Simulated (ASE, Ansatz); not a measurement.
## Relaxing Ge/Sn superlattice along [001] (80 atoms)

Wanted: the relaxed structure of Ge/Sn superlattice along [001] (80 atoms) and its electronic structure.

Calculated with Ansatz 0.2.0; Kohn-Sham DFT, RPBE, PAW (set soft_2), plane waves.

## (1) Starting point

The cell holds 80 atoms: 16 Ge and 64 Sn. Its edges and angles: a = 9.177 Å, b = 9.177 Å, c = 31.107 Å, α = 90.0°, β = 90.0°, γ = 90.0°. It derives from Ge and Sn. Diamond-structure lattice with in-plane constant 6.489 Å; 1 period of Ge and 4 of Sn along [001], 2 x 2 in-plane cells; the two parts stretched along z by 0.7938 and 1.0; every coordinate displaced by a Gaussian of 0.05 Å. Regions: Ge, 16 atoms (16 Ge); Sn, 64 atoms (64 Sn).

What the set-up can't give: The host structure and its lattice constant were typed by rule, without a check against the phase diagram.

## (2) Single point at the start

A single point comes first, to see the forces before anything moves.

input.yaml

```yaml
crystal:
  lattice:
    - [9.17683, 0.0, 0.0]
    - [0.0, 9.17683, 0.0]
    - [0.0, 0.0, 31.10697]
  atoms:
    - { symbol: Ge, position: [0.002, 0.00292, 0.00026] }
    - { symbol: Ge, position: [0.24986, 0.99364, 0.04222] }
    - { symbol: Ge, position: [0.49599, 0.00082, 0.00174] }
    - { symbol: Ge, position: [0.74654, 0.00381, 0.03768] }
    - { symbol: Ge, position: [0.99499, 0.49713, 0.99952] }
    - { symbol: Ge, position: [0.24988, 0.49508, 0.04049] }
    - { symbol: Ge, position: [0.50208, 0.50186, 0.99978] }
    - { symbol: Ge, position: [0.75165, 0.50953, 0.04036] }
    - { symbol: Ge, position: [0.25216, 0.24012, 0.08315] }
    - { symbol: Ge, position: [0.50318, 0.24706, 0.12375] }
    - { symbol: Ge, position: [0.75591, 0.25509, 0.08357] }
    - { symbol: Ge, position: [0.00068, 0.25362, 0.12393] }
    - { symbol: Sn, position: [0.99563, 0.00578, 0.16592] }
    - { symbol: Sn, position: [0.25518, 0.0004, 0.22061] }
    - { symbol: Sn, position: [0.50894, 0.99375, 0.16618] }
    - { symbol: Sn, position: [0.74611, 0.9988, 0.22091] }
    - { symbol: Ge, position: [0.24413, 0.74368, 0.08289] }
    - { symbol: Ge, position: [0.50407, 0.75472, 0.12328] }
    - { symbol: Ge, position: [0.75088, 0.74507, 0.083] }
    - { symbol: Ge, position: [0.99412, 0.74572, 0.1238] }
    - { symbol: Sn, position: [0.98832, 0.49431, 0.16408] }
    - { symbol: Sn, position: [0.24879, 0.49294, 0.21766] }
    - { symbol: Sn, position: [0.50163, 0.50933, 0.16646] }
    - { symbol: Sn, position: [0.74179, 0.49885, 0.21784] }
    - { symbol: Sn, position: [0.25605, 0.2532, 0.26846] }
    - { symbol: Sn, position: [0.49076, 0.25162, 0.32408] }
    - { symbol: Sn, position: [0.74703, 0.25498, 0.26821] }
    - { symbol: Sn, position: [0.99965, 0.25384, 0.32474] }
    - { symbol: Sn, position: [0.00398, 0.99989, 0.37639] }
    - { symbol: Sn, position: [0.24028, 0.99574, 0.42585] }
    - { symbol: Sn, position: [0.50646, 0.00159, 0.37571] }
    - { symbol: Sn, position: [0.7551, 0.9932, 0.42683] }
    - { symbol: Sn, position: [0.25417, 0.74955, 0.26797] }
    - { symbol: Sn, position: [0.50293, 0.74798, 0.32128] }
    - { symbol: Sn, position: [0.74832, 0.74383, 0.27068] }
    - { symbol: Sn, position: [0.00318, 0.73821, 0.32245] }
    - { symbol: Sn, position: [0.01061, 0.49944, 0.37521] }
    - { symbol: Sn, position: [0.25551, 0.49351, 0.42644] }
    - { symbol: Sn, position: [0.4997, 0.50014, 0.37682] }
    - { symbol: Sn, position: [0.75141, 0.50785, 0.42512] }
    - { symbol: Sn, position: [0.25428, 0.24666, 0.47888] }
    - { symbol: Sn, position: [0.49843, 0.24663, 0.52744] }
    - { symbol: Sn, position: [0.75245, 0.24216, 0.47935] }
    - { symbol: Sn, position: [0.98821, 0.24951, 0.53191] }
    - { symbol: Sn, position: [0.9965, 0.00484, 0.58333] }
    - { symbol: Sn, position: [0.24597, 0.00831, 0.63614] }
    - { symbol: Sn, position: [0.50808, 0.99637, 0.58332] }
    - { symbol: Sn, position: [0.74943, 0.00132, 0.63558] }
    - { symbol: Sn, position: [0.24156, 0.75389, 0.4799] }
    - { symbol: Sn, position: [0.49693, 0.75391, 0.52868] }
    - { symbol: Sn, position: [0.74491, 0.74939, 0.4777] }
    - { symbol: Sn, position: [0.99845, 0.75249, 0.52938] }
    - { symbol: Sn, position: [0.0014, 0.4967, 0.58354] }
    - { symbol: Sn, position: [0.25982, 0.50208, 0.63418] }
    - { symbol: Sn, position: [0.49595, 0.49988, 0.58021] }
    - { symbol: Sn, position: [0.75765, 0.50377, 0.63633] }
    - { symbol: Sn, position: [0.26055, 0.24239, 0.68688] }
    - { symbol: Sn, position: [0.49312, 0.25036, 0.74127] }
    - { symbol: Sn, position: [0.74175, 0.25511, 0.68726] }
    - { symbol: Sn, position: [0.99683, 0.24919, 0.74079] }
    - { symbol: Sn, position: [0.99172, 0.01224, 0.79129] }
    - { symbol: Sn, position: [0.25388, 0.0031, 0.84468] }
    - { symbol: Sn, position: [0.50348, 0.99229, 0.79107] }
    - { symbol: Sn, position: [0.7602, 0.9946, 0.8424] }
    - { symbol: Sn, position: [0.23934, 0.75611, 0.68862] }
    - { symbol: Sn, position: [0.49938, 0.75323, 0.74054] }
    - { symbol: Sn, position: [0.75302, 0.75215, 0.68821] }
    - { symbol: Sn, position: [0.99157, 0.74975, 0.73823] }
    - { symbol: Sn, position: [0.99853, 0.49672, 0.79077] }
    - { symbol: Sn, position: [0.24455, 0.4935, 0.84246] }
    - { symbol: Sn, position: [0.49898, 0.49803, 0.79145] }
    - { symbol: Sn, position: [0.75575, 0.49794, 0.84379] }
    - { symbol: Sn, position: [0.25042, 0.24999, 0.89453] }
    - { symbol: Sn, position: [0.51099, 0.2509, 0.94943] }
    - { symbol: Sn, position: [0.74099, 0.25285, 0.89717] }
    - { symbol: Sn, position: [0.00407, 0.25129, 0.94918] }
    - { symbol: Sn, position: [0.24907, 0.7459, 0.89609] }
    - { symbol: Sn, position: [0.50126, 0.74602, 0.94868] }
    - { symbol: Sn, position: [0.74938, 0.75477, 0.89777] }
    - { symbol: Sn, position: [0.99795, 0.75371, 0.95317] }
kpoints:
  mp_grid: { grid: [2, 2, 1] }
hamiltonian:
  xc: rpbe
scf:
  occupations: { method: fermi_dirac, width: 0.1 }
output:
  forces: true
  stress: true
  populations: true
  dos:
    method: { smearing: { sigma: 0.1 } }
    de: 0.1
    projected:
      site_lists:
        Ge: [0, 1, 2, 3, 4, 5, 6, 7, 8, 9, 10, 11, 16, 17, 18, 19]
        Sn: [12, 13, 14, 15, 20, 21, 22, 23, 24, 25, 26, 27, 28, 29, 30, 31, 32, 33, 34, 35, 36, 37, 38, 39, 40, 41, 42, 43, 44, 45, 46, 47, 48, 49, 50, 51, 52, 53, 54, 55, 56, 57, 58, 59, 60, 61, 62, 63, 64, 65, 66, 67, 68, 69, 70, 71, 72, 73, 74, 75, 76, 77, 78, 79]
  eigenvalues: true
```

Started as:

```bash
$ ansatz run input.yaml --threads 32 --pin off --max-ram 143360MiB --backend cuda --events-out ev --progress --plain --runs-dir out
```

Numbers of over 12 decimals in the logs are rounded to 6 here.

Log:

```text
Engine: ansatz 0.2.0, aarch64-unknown-linux-gnu
Pseudopotentials: kind: paw
Pseudopotential: Ge, paw, valence charge 14, recommended cutoff 420 eV (normal), Ge.paw.azcp
Pseudopotential: Sn, paw, valence charge 14, recommended cutoff 420 eV (normal), Sn.paw.azcp
[... 5 lines on functional and potentials left out ...]
device memory: the entry about to start is reckoned to put 35.7 GiB on a device that reports 182.5 GiB free
GPU FFT provider: cuFFT
GPU libraries: cuBLAS 13.8.1, cuFFT 12.4.0, cuSOLVER 12.3.2
GPU matrix products: emulated (plane waves: as basis.precision tells), large ones in fixed point in workspaces of 1.00 GiB
Crystal: 80 atoms, lattice volume = 2619.649 Å³
Basis set: ecut = 420 eV, 51323 PW (Γ), exchange–correlation on 128×128×432 points (8 copies of the dense FFT grid, shifted against one another)
Bands: 672, of which v1, the nominal top of the filled ones, is band 560 counted from 1 (559 counted from 0)
Symmetry: 1 space group operations
Space group: P1 (ITA 1), of the structure as read, at distance tolerance 1.4e-4 Å
k-points: 4
[... 7 lines on functional and potentials left out ...]
Initial density: superposition of atomic densities (neutral atoms: chi_scale 0, normalization atom), corrected by the library's trained network
Initial wavefunctions: pseudopotential atomic-orbital guess
GPU buffer pool allocated for 884736 grid points (all kernels)
GPU transforms: local potential and band sums: pruned to the plane-wave sphere, on 64×64×216
Functional: x = rpbe, c = pbe(β = 0.066725)
SCF iter   1: F=—  HF=-454901.081159 eV  |F-HF|=—  |Δ(HF+E_count)|=         —  Δρ=2.47e-3  dr2=1.94e-1  ethr=1.77e-3  ⟨swp⟩=7.0  Hψ=11561  notcnv=0  defer=48
preconditioner: auto → LDOS  [metal: Δε(μ)=0.076 eV  Ē_g=19.886 eV  σ=0.100 eV  W_gap=0.18  n_scr=578 (ndim 8)  ℏωp=24.3 eV  f_vac=0.092  D(μ)=12.43/eV (n_scr^D=36)  β→1.0]
SCF iter   2: F=—  HF=-454901.096030 eV  |F-HF|=—  |Δ(HF+E_count)|=   1.49e-2  Δρ=1.30e-3  dr2=1.11e-1  ethr=1.73e-5  ⟨swp⟩=2.0  Hψ=5337  notcnv=0  defer=54
SCF iter   3: F=—  HF=-454901.070577 eV  |F-HF|=—  |Δ(HF+E_count)|=   2.55e-2  Δρ=2.72e-4  dr2=5.78e-3  ethr=9.92e-6  ⟨swp⟩=2.0  Hψ=4734  notcnv=0  defer=54
SCF iter   4: F=—  HF=-454901.067804 eV  |F-HF|=—  |Δ(HF+E_count)|=   2.77e-3  Δρ=1.09e-4  dr2=1.47e-3  ethr=5.16e-7  ⟨swp⟩=2.0  Hψ=4762  notcnv=0  defer=54
SCF iter   5: F=—  HF=-454901.064979 eV  |F-HF|=—  |Δ(HF+E_count)|=   2.82e-3  Δρ=2.55e-5  dr2=6.59e-5  ethr=1.31e-7  ⟨swp⟩=2.0  Hψ=4425  notcnv=0  defer=54
SCF iter   6: F=—  HF=-454901.072191 eV  |F-HF|=—  |Δ(HF+E_count)|=   7.21e-3  Δρ=1.23e-5  dr2=1.42e-5  ethr=5.89e-9  ⟨swp⟩=2.0  Hψ=4896  notcnv=0  defer=54
SCF iter   7: F=—  HF=-454901.072194 eV  |F-HF|=—  |Δ(HF+E_count)|=   2.61e-6  Δρ=4.31e-6  dr2=1.24e-6  ethr=1.27e-9  ⟨swp⟩=2.0  Hψ=4430  notcnv=0  defer=54
SCF iter   8: F=—  HF=-454901.072195 eV  |F-HF|=—  |Δ(HF+E_count)|=   1.15e-6  Δρ=1.98e-6  dr2=3.06e-7  ethr=1.11e-10  ⟨swp⟩=2.0  Hψ=4425  notcnv=0  defer=54
SCF iter   9: F=-454901.072195 eV  HF=-454901.072195 eV  |F-HF|=1.96e-8  |Δ(HF+E_count)|=   1.91e-7  Δρ=8.27e-7  dr2=3.23e-8  ethr=8.93e-12  ⟨swp⟩=11.5  Hψ=12461  notcnv=0
SCF 1 converged in 9 iterations: F = -454901.072195 eV  dr2 = 3.23e-8
  greatest PAW one-centre occupation: 0.998 electrons in one spin orbital (limit 2), on the Ge atom at site 17 (counted from 0), in its partial waves of l = 2
SCF converged after 9 iterations
Free energy (F): -454901.072195 eV
Harris-Foulkes:  -454901.072195 eV  (|F-HF|=1.96e-8)
Internal energy: -454900.634166 eV  (E = F + TS)
E sigma→0 (E₀):  -454900.853181 eV
Entropy (-TS):   -0.438029 eV (-5.475 meV/atom)
Fermi energy:    7.640808 eV
--- Per-component energies (eV) ---
  E_band       = -10576.135672
  E_kinetic    = 13733.567051
  E_local      = -123775.261558  (includes V_loc(G=0)·N_el)
  E_nonlocal   = 4578.759491
  E_hartree    = 64917.804853
  E_xc         = -25685.012968
  E_vxc        = -7079.883874  (∫ρ·V_xc dr)
  E_paw        = -297741.140049  (= ΣΔE_a)
  E_vpaw       = -27868.929899  (= ΣTr[D̂ρ^β])
  E_aug_tail   = 0.004868  (compensation charges beyond the density's cutoff)
  E_ewald      = -90928.127105
  E_core_change = -1.228748  (= ΣΔE_core)
  E_smearing   = -0.438029  (= −TS)
  E_closure    = -0.000000  (closes the sum)
  Σ components = -454901.072195   (vs F -454901.072195, Δ=0.00e0)
--- Forces (eV/Å), atoms counted from 1 ---
[... 80 lines of forces left out ...]
  max |Σ_I F_I| component: 8.39e-6 eV/Å
--- Stress (GPa, compression-positive) ---
        3.546385       0.046790       0.022930
        0.046790       3.513332      -0.057571
        0.022930      -0.057571       3.812046
  P = ⅓ Tr σ = 3.6239 GPa (36.239 kbar)
--- Band table (eV) ---
[... left out ...]
--- Löwdin populations: 80 sites ---
  site symbol       q [e]
[... 80 lines, one an atom, left out ...]
  spilling = 0.001817 (of n_electrons = 1120.000000)
```

Wall time 4.1 s (1 × NVIDIA GB200 with 32 threads of Arm Neoverse V2, shared host); peak memory 3.9 GiB.

The column dr2 measures how far the density is from self-consistency, as an energy; F and HF (Harris–Foulkes) agree once it is small.

That memory is the host's; the program planned up to 35.7 GiB on the GPU. Forces of this run were stored rounded, and per-atom blocks of the log weren't kept.

The run gave:

* free energy: -454901.0722 eV
* free energy per atom: -5686.2634 eV/atom
* SCF cycles: 9
* pressure: 3.624 GPa
* r.m.s. force component: 0.5315 eV/Å
* longest force: 1.817 eV/Å
* Fermi energy: 7.641 eV
* levels partly filled by over 2 per cent: 21
* spilling of the projection: 0.001817

The r.m.s. force component of 0.53 eV/Å and the pressure of 3.6 GPa set the starting point.

Length of the force by element:

| element | coordination | atoms | mean length of the force (eV/Å) | spread | least | most |
| --- | --- | --- | --- | --- | --- | --- |
| Ge | all | 16 | 0.583 | 0.344 | 0.142 | 1.32 |
| Sn | all | 64 | 0.902 | 0.362 | 0.327 | 1.82 |

## (3) Relaxation

The atoms are relaxed in the fixed cell, aiming at the force tolerance of the input.

input.yaml, the sections that differ from step 2:

```yaml
output:
  forces: true
relax:
  f_tol: 0.05
  max_steps: 200
# crystal, kpoints, hamiltonian, scf: as in step 2
```

Log:

```text
[...]
GPU FFT provider: cuFFT
GPU libraries: cuBLAS 13.8.1, cuFFT 12.4.0, cuSOLVER 12.3.2
[...]
Crystal: 80 atoms, lattice volume = 2619.649 Å³
Basis set: ecut = 420 eV, 51323 PW (Γ), exchange–correlation on 128×128×432 points (8 copies of the dense FFT grid, shifted against one another)
Bands: 672, of which v1, the nominal top of the filled ones, is band 560 counted from 1 (559 counted from 0)
Symmetry: 1 space group operations
[...]
k-points: 4
[...]
GPU buffer pool allocated for 884736 grid points (all kernels)
[...]
SCF iter   1: F=—  HF=-454901.081162 eV  |F-HF|=—  |Δ(HF+E_count)|=         —  Δρ=2.47e-3  dr2=1.94e-1  ethr=1.77e-3  ⟨swp⟩=7.0  Hψ=11561  notcnv=0  defer=48
[...]
SCF iter   6: F=-454901.072186 eV  HF=-454901.072192 eV  |F-HF|=6.13e-6  |Δ(HF+E_count)|=   1.62e-5  Δρ=1.24e-5  dr2=1.43e-5  ethr=5.58e-9  ⟨swp⟩=4.0  Hψ=7781  notcnv=0
SCF 1 converged in 6 iterations: F = -454901.072186 eV  dr2 = 1.43e-5
[...]
relax step   1: F+E_penalty+E_count = -454901.07218564 eV  Δ(F+E_penalty+E_count) = +0.000e0 eV  max|allowed force component| = 1.458e0 eV/Å  Δτ_max = 0.0000 Å  (6 SCF iters, dr2 threshold 6.25e-5 eV, accepted)
[...]
relax step   2: F+E_penalty+E_count = -454902.71287219 eV  Δ(F+E_penalty+E_count) = -1.641e0 eV  max|allowed force component| = 1.047e0 eV/Å  Δτ_max = 0.1949 Å  (7 SCF iters, dr2 threshold 1.00e-4 eV, accepted)
[...]
relax step   3: F+E_penalty+E_count = -454903.86876256 eV  Δ(F+E_penalty+E_count) = -1.156e0 eV  max|allowed force component| = 6.197e-2 eV/Å  Δτ_max = 0.1998 Å  (6 SCF iters, dr2 threshold 6.85e-5 eV, accepted)
[...]
relax step   4: F+E_penalty+E_count = -454903.88104629 eV  Δ(F+E_penalty+E_count) = -1.228e-2 eV  max|allowed force component| = 4.065e-2 eV/Å  Δτ_max = 0.0582 Å  (8 SCF iters, accepted)
SCF converged after 8 iterations
Free energy (F): -454903.881046 eV
[...]
Internal energy: -454903.402917 eV  (E = F + TS)
E sigma→0 (E₀):  -454903.641981 eV
Entropy (-TS):   -0.478130 eV (-5.977 meV/atom)
Fermi energy:    7.583383 eV
[...]
--- Forces (eV/Å), atoms counted from 1 ---
[... 80 lines of forces left out ...]
  max |Σ_I F_I| component: 8.47e-6 eV/Å
--- Relaxed structure (4 steps of the walk, 4 accepted, 0 SCFs on fresh bases) ---
  F+E_penalty+E_count = -454903.88104629 eV   max|allowed force component| = 4.065e-2 eV/Å
  atoms:
[... 80 atom lines left out ...]
```

Elapsed: 6.3 s, on 1 × NVIDIA GB200 with 32 threads; peak memory 1.8 GiB; 24 s of CPU time.

That memory is the host's; the program planned up to 33.9 GiB on the GPU.

Step by step:

```csv
step,energy less that of the first step (eV),largest force component (eV/Å)
1,0.0000,1.4583
2,-1.6407,1.0466
3,-2.7966,0.0620
4,-2.8089,0.0406
```

The atoms that moved most (Å):

```
atom      dx      dy      dz  length
Ge20   0.063   0.040  -0.276   0.286
Ge12  -0.010  -0.034  -0.276   0.278
Ge10  -0.036   0.026  -0.274   0.278
Ge18  -0.032  -0.047  -0.253   0.259
Sn73  -0.014  -0.005   0.253   0.253
Sn64  -0.088   0.046   0.221   0.242
Sn70   0.048   0.053   0.226   0.237
Sn16   0.033   0.007  -0.225   0.227
```

The relaxation changed the energy by -35.1 meV/atom, and atoms moved by 0.15 Å r.m.s., 0.29 Å at most.

## (4) Structure statistics after relaxation

Bonds before and after, by the cutoffs listed below:

| pair | bonds before | bonds after | mean before (Å) | mean after (Å) | spread before (Å) | spread after (Å) |
| --- | --- | --- | --- | --- | --- | --- |
| Sn-Sn | 120 | 120 | 2.814 | 2.825 | 0.073 | 0.001 |
| Sn-Ge | 16 | 16 | 2.709 | 2.696 | 0.088 | 0.001 |
| Ge-Ge | 24 | 24 | 2.628 | 2.581 | 0.053 | 0.001 |

Density 5.55 g/cm³, 32.75 Å³ an atom.

g(r), total and by pair (bins of 0.1 Å):

| r (Å) | total | Sn-Sn | Sn-Ge | Ge-Ge |
| --- | --- | --- | --- | --- |
| 2.45 | 0.00 | 0.00 | 0.00 | 0.00 |
| 2.55 | 2.36 | 0.00 | 0.00 | 58.90 |
| 2.65 | 1.46 | 0.00 | 4.55 | 0.00 |
| 2.75 | 0.00 | 0.00 | 0.00 | 0.00 |
| 2.85 | 9.80 | 15.30 | 0.00 | 0.00 |
| 2.95 | 0.00 | 0.00 | 0.00 | 0.00 |
| 3.05 | 0.00 | 0.00 | 0.00 | 0.00 |
| 3.15 | 0.00 | 0.00 | 0.00 | 0.00 |
| 3.25 | 0.00 | 0.00 | 0.00 | 0.00 |
| 3.35 | 0.00 | 0.00 | 0.00 | 0.00 |
| 3.45 | 0.00 | 0.00 | 0.00 | 0.00 |
| 3.55 | 0.00 | 0.00 | 0.00 | 0.00 |
| 3.65 | 0.00 | 0.00 | 0.00 | 0.00 |
| 3.75 | 0.00 | 0.00 | 0.00 | 0.00 |
| 3.85 | 0.00 | 0.00 | 0.00 | 0.00 |
| 3.95 | 0.00 | 0.00 | 0.00 | 0.00 |
| 4.05 | 1.29 | 0.00 | 0.00 | 32.20 |
| 4.15 | 1.20 | 0.00 | 3.75 | 0.00 |
| 4.25 | 0.29 | 0.00 | 0.00 | 7.30 |
| 4.35 | 0.00 | 0.00 | 0.00 | 0.00 |
| 4.45 | 1.57 | 0.00 | 4.92 | 0.00 |
| 4.55 | 4.95 | 6.22 | 0.00 | 24.10 |
| 4.65 | 6.85 | 10.70 | 0.00 | 0.76 |
| 4.75 | 0.00 | 0.00 | 0.00 | 0.00 |
| 4.85 | 0.45 | 0.00 | 1.40 | 0.00 |
| 4.95 | 0.21 | 0.00 | 0.66 | 0.00 |
| 5.05 | 0.00 | 0.00 | 0.00 | 0.00 |
| 5.15 | 0.00 | 0.00 | 0.00 | 0.00 |
| 5.25 | 1.51 | 0.00 | 1.19 | 28.10 |
| 5.35 | 6.10 | 8.39 | 2.30 | 0.00 |
| 5.45 | 2.50 | 3.63 | 0.55 | 0.00 |
| 5.55 | 0.00 | 0.00 | 0.00 | 0.00 |
| 5.65 | 0.00 | 0.00 | 0.00 | 0.00 |
| 5.75 | 0.00 | 0.00 | 0.00 | 0.00 |
| 5.85 | 0.09 | 0.00 | 0.29 | 0.00 |
| 5.95 | 0.06 | 0.00 | 0.17 | 0.00 |
| 6.05 | 0.00 | 0.00 | 0.00 | 0.00 |
| 6.15 | 0.00 | 0.00 | 0.00 | 0.00 |
| 6.25 | 0.27 | 0.00 | 0.00 | 6.72 |
| 6.35 | 0.64 | 0.00 | 2.00 | 0.00 |
| 6.45 | 2.42 | 3.08 | 0.00 | 11.30 |
| 6.55 | 0.74 | 1.08 | 0.00 | 1.15 |
| 6.65 | 0.51 | 0.07 | 1.46 | 0.00 |
| 6.75 | 0.57 | 0.18 | 1.42 | 0.00 |

Bonds by pair of elements; cutoffs follow the first minimum of g(r), held within bounds set by covalent radii, and pairs that aren't listed don't count as bonded:

```
pair A-B  cutoff (Å)  bonds  mean length (Å)  spread (Å)  shortest (Å)  B about A  A about B
   Sn-Sn        3.23    120             2.83       0.001          2.82       3.75       3.75
   Sn-Ge        3.08     16             2.70       0.001          2.69       0.25          1
   Ge-Ge        2.98     24             2.58       0.001          2.58          3          3
```

How many atoms have how many bonded neighbours:

```
element  mean   4
     Ge     4  16
     Sn     4  64
```

Bond angles, per cent of each kind in bins of 5°:

```
angle (°)  Sn-Sn-Sn  Ge-Ge-Ge  Ge-Sn-Sn  Ge-Ge-Sn
  100–105       0.0      57.1       0.0     100.0
  105–110      83.4       0.0     100.0       0.0
  110–115      16.6       0.0       0.0       0.0
  115–120       0.0       0.0       0.0       0.0
  120–125       0.0       0.0       0.0       0.0
  125–130       0.0      42.9       0.0       0.0
```

Bond angles (no mean is given where the spread exceeds 20°):

| angle | count | mean (°) | spread (°) |
| --- | --- | --- | --- |
| Sn-Sn-Sn | 344 | 110 | 0.6 |
| Ge-Ge-Ge | 56 | 112 | 11.5 |
| Ge-Sn-Sn | 32 | 108 | 0.2 |
| Ge-Ge-Sn | 32 | 104 | 0.2 |
| Ge-Sn-Ge | 8 | 117 | 0.3 |

Rings of the network by King's shortest-path rule, up to 12 atoms, one path for each pair of neighbours; H, halogens, alkali and alkaline-earth atoms are left out, and the last column divides by all other atoms, bonded or not:

| ring size (atoms) | rings | per network atom |
| --- | --- | --- |
| 6 | 158 | 1.98 |

First main peaks of g(r), for some of the pairs, lie near 2.83 Å (Sn-Sn), 2.68 Å (Sn-Ge) and 2.58 Å (Ge-Ge). With the cutoffs above, all Ge atoms have 4 and all Sn atoms have 4 bonded neighbours. The Sn-Sn-Sn angle averages 110° with a spread of 0.6°. All rings counted have 6 atoms.

(Part 1 of 2 ends here.)

[Logs are printed without paths, hosts, clocks, repeated set-up lines and the standing remarks that a program may print on its own settings, such as how far it seeks lower states.]

[Hosts, paths, dates, database ids (printed as entryN), source tags and the programs' standing remarks are cut or masked in the printed files.]
